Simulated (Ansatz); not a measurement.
**KZnF3 (Pm-3m): how ε∞ follows the gap**

The empty bands of KZnF3 (Pm-3m) are shifted up rigidly by Δ, and ε∞ is computed for each shift.

Cell: a, b, c = 4.050, 4.050, 4.050 Å (primitive vectors), 5 atoms.

Method: Ansatz 0.2.0, r2SCAN, independent particles, k-mesh 6×6×6 with interpolation inside its cells, Gaussian parameter 0.1 eV.

Launch of the response step: `ansatz run input.yaml --threads 4 --pin off --max-ram 8192MiB --backend cpu --events-out ev --progress --plain --runs-dir out`. The series took 85 s in all, on 4 threads of Intel(R) Xeon(R) Processor @ 2.70GHz, on a shared host.

| Δ (eV) | ε∞ |
| --- | --- |
| 0.00 | 2.304 |
| 0.40 | 2.270 |
| 0.80 | ? |
| 1.20 | 2.208 |
| 1.60 | 2.180 |
| 2.00 | 2.153 |

With one effective transition at E₀ and fixed dipole strength, ε∞ − 1 = A/(E₀ + Δ), so 1/(ε∞ − 1) is linear in Δ.

Working, on the rows shown:

| x = Δ (eV) | y = 1/(ε∞ − 1) |
| --- | --- |
| 0 | 0.766871 |
| 0.4 | 0.787402 |
| 1.2 | 0.827815 |
| 1.6 | 0.847458 |
| 2 | 0.867303 |

Means: x̄ = 1.04, ȳ = 0.81937. Σ(x − x̄)(y − ȳ) = 0.1382, Σ(x − x̄)² = 2.752. Slope = 0.1382 / 2.752 = 0.0502; intercept = ȳ − slope · x̄ = 0.76716. Turned back into ε∞, the line misses the rows shown by at most 0.0006.

Q: What does the fit predict for the withheld row, and how well does it do?

A: At x = 0.8 the line gives y = 0.80732, that is 2.239. The run gave 2.238, so the interpolation is off by 0.00066, 0.4 % of the range in the table.

Refitted with all rows, the slope is 0.05017 and the intercept 0.76726. These give E₀ = intercept/slope = 15.3 eV, far above the least direct gap of 6.59 eV: most of the screening comes from transitions well over the edge. Over the first step ε∞ falls by 4 % per eV. Excitons are left out and so are local fields; r2SCAN gaps are as a rule too small.
